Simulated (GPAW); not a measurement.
# Optical response of BaTiO3

Wanted: where BaTiO3 starts to absorb, how strongly, and its refractive index.

Calculated with GPAW 26.7.0; DFT, PBE, plane-wave PAW (GPAW data sets), scalar-relativistic, RPA, optical limit.

**1. Starting point**

Symmetry: Pm-3m, No. 221, cubic system. Conventional cell: a = 4.006 Å, b = 4.006 Å, c = 4.006 Å, α = 90.00°, β = 90.00°, γ = 90.00°. Nearest to Ba lie 12 O at 2.83 Å. Ti has 6 O at 2.00 Å nearest. Nearest to O lie 2 Ti at 2.00 Å and 4 Ba at 2.83 Å. Farther neighbours and most contacts between anions are not listed.

**2. Ground state**

First the ground state: is it a metal or has it a gap?

This step: DFT, PBE, plane-wave PAW (GPAW data sets), scalar-relativistic, ground state (GPAW 26.7.0).

The input, gs.py:

```python
from ase import Atoms
from ase.dft.bandgap import bandgap
from gpaw import GPAW, PW, FermiDirac

atoms = Atoms(['Ba', 'Ti', 'O', 'O', 'O'],
              cell=[[4.006000000000, 0.000000000000, 0.000000000000],
                    [0.000000000000, 4.006000000000, 0.000000000000],
                    [0.000000000000, 0.000000000000, 4.006000000000]],
              scaled_positions=[[0.500000000000, 0.500000000000, 0.500000000000],
                                [0.000000000000, 0.000000000000, 0.000000000000],
                                [0.000000000000, 0.000000000000, 0.500000000000],
                                [0.000000000000, 0.500000000000, 0.000000000000],
                                [0.500000000000, 0.000000000000, 0.000000000000]],
              pbc=[True, True, True])
atoms.calc = GPAW(mode=PW(500), xc='PBE', kpts={'size': (6, 6, 6), 'gamma': True},
                  occupations=FermiDirac(0.05), maxiter=150, txt='gs.txt')
print('energy (eV)', atoms.get_potential_energy())
print('Fermi level (eV)', atoms.calc.get_fermi_level())
print('valence electrons', atoms.calc.get_number_of_electrons())
print('gap (eV)', bandgap(atoms.calc, output=None)[0])
print('direct gap (eV)', bandgap(atoms.calc, direct=True, output=None)[0])
atoms.calc.write('gs.gpw')
```

The run is started by

```
> OMP_NUM_THREADS=1 python gs.py
```

Numbers of over 12 decimals in the logs are rounded to 6 here.

The log of the run:

```text
__  _  _
 | _ |_)|_||  |
 |__||  | ||/\| - 26.7.0

Versions:
  Python: 3.12.14
  ASE:    3.29.0
  Numpy:  2.5.5
  Scipy:  1.18.1
  Libxc:  7.0.0

Input parameters:
  mode=PW(ecut=500.0),
  kpts=MonkhorstPack(size=(6, 6, 6), gamma=True),
  maxiter=150,
  occupations=Occupations(name='fermi-dirac', width=0.05, fixmagmom=False),
  xc=XC(name='PBE')

Diagonalizing LCAO Hamiltonian
Converting LCAO to pw mode
   .---------.
  /|         |
 * |         |
 | |   Ba    |
 O |         |
 | .---------.
 |/         /
 Ti---O----*

Atoms  # Å, Bohr magnetons
|   | symbol |        x |        y |        z |    initial magnetic moments |
| 0 |     Ba | 2.003000 | 2.003000 | 2.003000 | ( 0.0000,  0.0000,  0.0000) |
| 1 |     Ti | 0.000000 | 0.000000 | 0.000000 | ( 0.0000,  0.0000,  0.0000) |
| 2 |      O | 0.000000 | 0.000000 | 2.003000 | ( 0.0000,  0.0000,  0.0000) |
| 3 |      O | 0.000000 | 2.003000 | 0.000000 | ( 0.0000,  0.0000,  0.0000) |
| 4 |      O | 2.003000 | 0.000000 | 0.000000 | ( 0.0000,  0.0000,  0.0000) |

Unit cell  # Å
| periodic |        x |        y |        z |  lengths |    angles |
|      yes | 4.006000 | 0.000000 | 0.000000 | 4.006000 | 90.000000 |
|      yes | 0.000000 | 4.006000 | 0.000000 | 4.006000 | 90.000000 |
|      yes | 0.000000 | 0.000000 | 4.006000 | 4.006000 | 90.000000 |

Number of symmetries: 48
Symmetry operations  # r_c * U_cc + t_c -> r_c
|    | kind |            matrix            |
|  0 |  E   |  1, 0, 0,  0, 1, 0,  0, 0, 1 |
|  1 |  σ   |  1, 0, 0,  0, 1, 0,  0, 0,-1 |
|  2 |  σ   |  1, 0, 0,  0, 0, 1,  0, 1, 0 |
|  3 |  C4  |  1, 0, 0,  0, 0, 1,  0,-1, 0 |
|  4 |  C4  |  1, 0, 0,  0, 0,-1,  0, 1, 0 |
|  5 |  σ   |  1, 0, 0,  0, 0,-1,  0,-1, 0 |
|  6 |  σ   |  1, 0, 0,  0,-1, 0,  0, 0, 1 |
|  7 |  C2  |  1, 0, 0,  0,-1, 0,  0, 0,-1 |
|  8 |  σ   |  0, 1, 0,  1, 0, 0,  0, 0, 1 |
|  9 |  C2  |  0, 1, 0,  1, 0, 0,  0, 0,-1 |
| 10 |  C3  |  0, 1, 0,  0, 0, 1,  1, 0, 0 |
| 11 |  S6  |  0, 1, 0,  0, 0, 1, -1, 0, 0 |
| 12 |  S6  |  0, 1, 0,  0, 0,-1,  1, 0, 0 |
| 13 |  C3  |  0, 1, 0,  0, 0,-1, -1, 0, 0 |
| 14 |  C4  |  0, 1, 0, -1, 0, 0,  0, 0, 1 |
| 15 |  S4  |  0, 1, 0, -1, 0, 0,  0, 0,-1 |
| 16 |  C3  |  0, 0, 1,  1, 0, 0,  0, 1, 0 |
| 17 |  S6  |  0, 0, 1,  1, 0, 0,  0,-1, 0 |
| 18 |  σ   |  0, 0, 1,  0, 1, 0,  1, 0, 0 |
| 19 |  C4  |  0, 0, 1,  0, 1, 0, -1, 0, 0 |
| 20 |  C2  |  0, 0, 1,  0,-1, 0,  1, 0, 0 |
| 21 |  S4  |  0, 0, 1,  0,-1, 0, -1, 0, 0 |
| 22 |  S6  |  0, 0, 1, -1, 0, 0,  0, 1, 0 |
| 23 |  C3  |  0, 0, 1, -1, 0, 0,  0,-1, 0 |
| 24 |  S6  |  0, 0,-1,  1, 0, 0,  0, 1, 0 |
| 25 |  C3  |  0, 0,-1,  1, 0, 0,  0,-1, 0 |
| 26 |  C4  |  0, 0,-1,  0, 1, 0,  1, 0, 0 |
| 27 |  σ   |  0, 0,-1,  0, 1, 0, -1, 0, 0 |
| 28 |  S4  |  0, 0,-1,  0,-1, 0,  1, 0, 0 |
| 29 |  C2  |  0, 0,-1,  0,-1, 0, -1, 0, 0 |
| 30 |  C3  |  0, 0,-1, -1, 0, 0,  0, 1, 0 |
| 31 |  S6  |  0, 0,-1, -1, 0, 0,  0,-1, 0 |
| 32 |  C4  |  0,-1, 0,  1, 0, 0,  0, 0, 1 |
| 33 |  S4  |  0,-1, 0,  1, 0, 0,  0, 0,-1 |
| 34 |  S6  |  0,-1, 0,  0, 0, 1,  1, 0, 0 |
| 35 |  C3  |  0,-1, 0,  0, 0, 1, -1, 0, 0 |
| 36 |  C3  |  0,-1, 0,  0, 0,-1,  1, 0, 0 |
| 37 |  S6  |  0,-1, 0,  0, 0,-1, -1, 0, 0 |
| 38 |  σ   |  0,-1, 0, -1, 0, 0,  0, 0, 1 |
| 39 |  C2  |  0,-1, 0, -1, 0, 0,  0, 0,-1 |
| 40 |  σ   | -1, 0, 0,  0, 1, 0,  0, 0, 1 |
| 41 |  C2  | -1, 0, 0,  0, 1, 0,  0, 0,-1 |
| 42 |  C2  | -1, 0, 0,  0, 0, 1,  0, 1, 0 |
| 43 |  S4  | -1, 0, 0,  0, 0, 1,  0,-1, 0 |
| 44 |  S4  | -1, 0, 0,  0, 0,-1,  0, 1, 0 |
| 45 |  C2  | -1, 0, 0,  0, 0,-1,  0,-1, 0 |
| 46 |  C2  | -1, 0, 0,  0,-1, 0,  0, 0, 1 |
| 47 |  i   | -1, 0, 0,  0,-1, 0,  0, 0,-1 |

BZ-sampling:
  Number of BZ points: 216
  Number of IBZ points: 20

  Monkhorst-Pack size: [6, 6, 6]
  Monkhorst-Pack shift: [0.083333, 0.083333, 0.083333]

K-points  # in reciprocal-cell coordinates
|     |                                coordinates |     weight |
|   0 | (  0.00000000,   0.00000000,   0.00000000) | 0.00462963 |
|   1 | (  0.16666667,   0.00000000,   0.00000000) | 0.02777778 |
|   2 | (  0.16666667,   0.16666667,   0.00000000) | 0.05555556 |
|   3 | (  0.16666667,   0.16666667,   0.16666667) | 0.03703704 |
|   4 | (  0.33333333,   0.00000000,   0.00000000) | 0.02777778 |
|   5 | (  0.33333333,   0.16666667,   0.00000000) | 0.11111111 |
|   6 | (  0.33333333,   0.16666667,   0.16666667) | 0.11111111 |
|   7 | (  0.33333333,   0.33333333,   0.00000000) | 0.05555556 |
|   8 | (  0.33333333,   0.33333333,   0.16666667) | 0.11111111 |
|   9 | (  0.33333333,   0.33333333,   0.33333333) | 0.03703704 |
| ... |                                            |            |
|  19 | (  0.50000000,   0.50000000,   0.50000000) | 0.00462963 |

Plane wave coefficients: 1654
Cutoff: 500.0 eV

Spin-components: 1 (collinear spins)
Bands:           28
Projectors:      27
Spin-degeneracy: 2
Datatype:        complex128

Parallelization:
  kpt:    1
  domain: 1
  band:   1

Density:
  Valence electrons: 40.0
  Components: 1
  Grid points: [21 21 21]
  Charge: 0.0  # |e|

Potential:
  Grid points: [21 21 21]

species:
  Ba:
    name:    Barium
    id:
    Z:       56.0
    valence: 10
    core:    46
    charge:  0.0  # [|e|]
    compensation charges:
      type: gauss
      rc: 0.37  # [Å]
      lmax: 2
    cutoffs:
      filter: 2.06  # [Å]
      core: 2.33  # [Å]
    projectors
    | kind |    occ | energy [eV] | rcut [Å] |
    |   5s |  2.000 |     -33.644 |    1.164 |
    |   6s |  2.000 |      -3.229 |    1.164 |
    |   5p |  6.000 |     -18.744 |    1.164 |
    |    p |        |       0.000 |    1.164 |
    |    d |        |       0.000 |    1.164 |
    |    d |        |      27.211 |    1.164 |

    Using partial waves for Ba as LCAO basis

  Ti:
    name:    Titanium
    id:
    Z:       22.0
    valence: 12
    core:    10
    charge:  0.0  # [|e|]
    compensation charges:
      type: gauss
      rc: 0.38  # [Å]
      lmax: 2
    cutoffs:
      filter: 2.23  # [Å]
      core: 1.02  # [Å]
    projectors
    | kind |    occ | energy [eV] | rcut [Å] |
    |   3s |  2.000 |     -62.623 |    1.270 |
    |   4s |  2.000 |      -4.466 |    1.270 |
    |   3p |  6.000 |     -38.862 |    1.058 |
    |   4p |  0.000 |      -1.466 |    1.058 |
    |   3d |  2.000 |      -4.258 |    1.058 |
    |    d |        |      22.953 |    1.058 |

    Using partial waves for Ti as LCAO basis

  O:
    name:    Oxygen
    id:
    Z:       8.0
    valence: 6
    core:    2
    charge:  0.0  # [|e|]
    compensation charges:
      type: gauss
      rc: 0.21  # [Å]
      lmax: 2
    cutoffs:
      filter: 1.17  # [Å]
      core: 0.83  # [Å]
    projectors
    | kind |    occ | energy [eV] | rcut [Å] |
    |   2s |  2.000 |     -23.961 |    0.688 |
    |   2p |  4.000 |      -9.029 |    0.598 |
    |    s |        |       3.251 |    0.688 |
    |    p |        |      18.182 |    0.598 |
    |    d |        |       0.000 |    0.619 |

    Using partial waves for O as LCAO basis

Reference energy: -250624.413696  # eV

eigensolver:
  PPCG
  Converge bands: occupied
  niter=2

density mixing:
  MSR1-Mixer
  Pratt-step length: 0.05
  Maximum mixing coefficient: 0.75
  Old densities: 10
  SVD Regularization: 0.005
  Good broyden scale: 1.0
  Trust region scale: 1.0
  Backstep threshold: 4.0
  History deletion threshold: 6.0
  Fourier metric: weight=20.0, sigma=0.015

occupation numbers:
  Fermi-Dirac:
    width: 0.0500  # eV

poisson solver:
  ecut: 4000.0  # eV

xc functional:
  name: PBE with 2 nearest neighbor stencil

convergence criteria:
- Maximum [total energy] change in last 3 cyles: 0.0005 eV / valence electron
- Maximum integral of absolute [dens]ity change: 0.0001 electrons / valence electron
- Maximum integral of absolute [eigenst]ate change: 4e-08 eV^2 / valence electron
maximum number of iterations: 150

SCF iterations
|iter     |      energy | eigst |  dens |
|iter:   1||  -43.376801 | -0.11 |       |
|iter:   2||  -41.661313 | -1.69 | -0.88 |
|iter:   3||  -38.490737 | -0.72 | -0.94 |
|iter:   4||  -38.231013 | -1.81 | -1.42 |
|iter:   5||  -38.184938 | -2.60 | -1.62 |
|iter:   6||  -38.191176 | -3.35 | -1.99 |
|iter:   7||  -38.190885c| -4.38 | -2.73 |
|iter:   8||  -38.190924c| -5.65 | -3.32 |
|iter:   9||  -38.190925c| -6.67 | -3.81 |
|iter:  10||  -38.190924c| -8.04c| -4.53c|

Converged in 10 steps
SCF loop duration: 14.529 s (1.453 s/step)
Energy contributions relative to reference atoms: (reference = -250624.413696)

Energy contributions:
  Kinetic:          36.613825
  Coulomb:         -37.743849
  Zero:              0.191117
  External:          0.000000
  Xc:              -37.252018
  Entropy:          -0.000000
  Spinorbit:         0.000000
  ----------------------------
  Free energy:     -38.190924
  Extrapolated:    -38.190924

dipole moment: (-35.460440, -35.460440, -35.460440)  # |e|*Ang

Fermi level: 8.554
Eigenvalues  # (at kpt = [0.000, 0.000, 0.000])
| band index |      eig [eV] | occ [0-2] |
|          0 |       -48.935 |     2.000 |
|        ... |               |           |
|         12 |         5.354 |     2.000 |
|         13 |         5.354 |     2.000 |
|         14 |         6.558 |     2.000 |
|         15 |         6.558 |     2.000 |
|         16 |         6.558 |     2.000 |
|         17 |         7.515 |     2.000 |
|         18 |         7.515 |     2.000 |
|         19 |         7.515 |     2.000 |
|         20 |         9.432 |     0.000 |
|         21 |         9.432 |     0.000 |
|         22 |         9.432 |     0.000 |
|         23 |        11.575 |     0.000 |
|         24 |        11.575 |     0.000 |
|         25 |        12.743 |     0.000 |
|         26 |        12.744 |     0.000 |
|         27 |        15.030 |     0.000 |

Gap: 1.781 eV
Transition (v -> c):
  (s=0, k=19, n=19, [0.50, 0.50, 0.50]) -> (s=0, k=0, n=20, [0.00, 0.00, 0.00])
Direct/indirect transitions are different
Direct gap: 1.916 eV
Transition at: (s=0, k=0, n=19, [0.00, 0.00, 0.00])

--- standard output ---
energy (eV) -38.190924
Fermi level (eV) 8.553735
valence electrons 40.0
gap (eV) 1.781388
direct gap (eV) 1.916472
```

Run time: 16 s. Hardware: 1 thread of Arm Neoverse V2, shared host; peak memory 0.17 GiB.

This step gave:

```
energy                 : -38.19 eV
Fermi energy           : 8.554 eV
gap on the k-mesh      : 1.781 eV
direct gap on the mesh : 1.916 eV
electrons              : 40
```

There is a gap, 1.78 eV on this mesh (points off the mesh can give less), so no carriers' term is needed.

**3. Bands for the response**

The response needs many more empty bands than the density does.

This step: DFT, PBE, plane-wave PAW (GPAW data sets), scalar-relativistic, bands at fixed density (GPAW 26.7.0).

The input, nscf.py:

```python
from ase.dft.bandgap import bandgap
from gpaw import GPAW, FermiDirac

calc = GPAW('gs.gpw').fixed_density(kpts={'size': (8, 8, 8), 'gamma': True}, nbands=49, convergence={'bands': 43},
                                    occupations=FermiDirac(0.001), txt='nscf.txt')
print('gap (eV)', bandgap(calc, output=None)[0])
print('direct gap (eV)', bandgap(calc, direct=True, output=None)[0])
print('top band over the Fermi level (eV)', min(calc.get_eigenvalues(kpt=k)[42] for k in range(len(calc.get_ibz_k_points()))) - calc.get_fermi_level())
calc.write('full.gpw', mode='all')
```

The run is started by

```
> OMP_NUM_THREADS=1 python nscf.py
```

The log of the run:

```text
Diagonalizing LCAO Hamiltonian
Converting LCAO to pw mode
convergence criteria:
- Maximum integral of absolute [eigenst]ate change: 4e-08 eV^2 / valence electron
maximum number of iterations: 150

SCF iterations
|iter     |      energy | eigst |  dens |
|iter:   1||             | +3.01 |       |
|iter:   2||             | +1.83 |       |
|iter:   3||             | +0.84 |       |
|iter:   4||             | -0.47 |       |
|iter:   5||             | -1.59 |       |
|iter:   6||             | -2.89 |       |
|iter:   7||             | -3.97 |       |
|iter:   8||             | -5.25 |       |
|iter:   9||             | -6.35 |       |
|iter:  10||             | -7.39 |       |
|iter:  11||             | -7.94c|       |
SCF steps: 11
  __  _  _
 | _ |_)|_||  |
 |__||  | ||/\| - 26.7.0

Versions:
  Python: 3.12.14
  ASE:    3.29.0
  Numpy:  2.5.5
  Scipy:  1.18.1
  Libxc:  7.0.0

Input parameters:
  mode=PW(ecut=500.0),
  convergence={'bands': 43},
  gpts=array([21, 21, 21]),
  kpts=MonkhorstPack(size=(8, 8, 8), gamma=True),
  maxiter=150,
  nbands=49,
  occupations=Occupations(name='fermi-dirac', width=0.001, fixmagmom=False),
  parallel={},
  xc=XC(name='PBE')

--- standard output ---
gap (eV) 1.781388
direct gap (eV) 1.916472
top band over the Fermi level (eV) 20.057683
```

The job ended after 44 s (1 thread; peak memory 0.22 GiB).

(Continued in part 2 of 2.)

[Machine, clock and banner lines and Python warnings are left out of the logs.]

[Logs are printed without paths, hosts, clocks, repeated set-up lines and the standing remarks that a program may print on its own settings, such as how far it seeks lower states.]

[Hosts, paths, dates, database ids (printed as entryN), source tags and the programs' standing remarks are cut or masked in the printed files.]
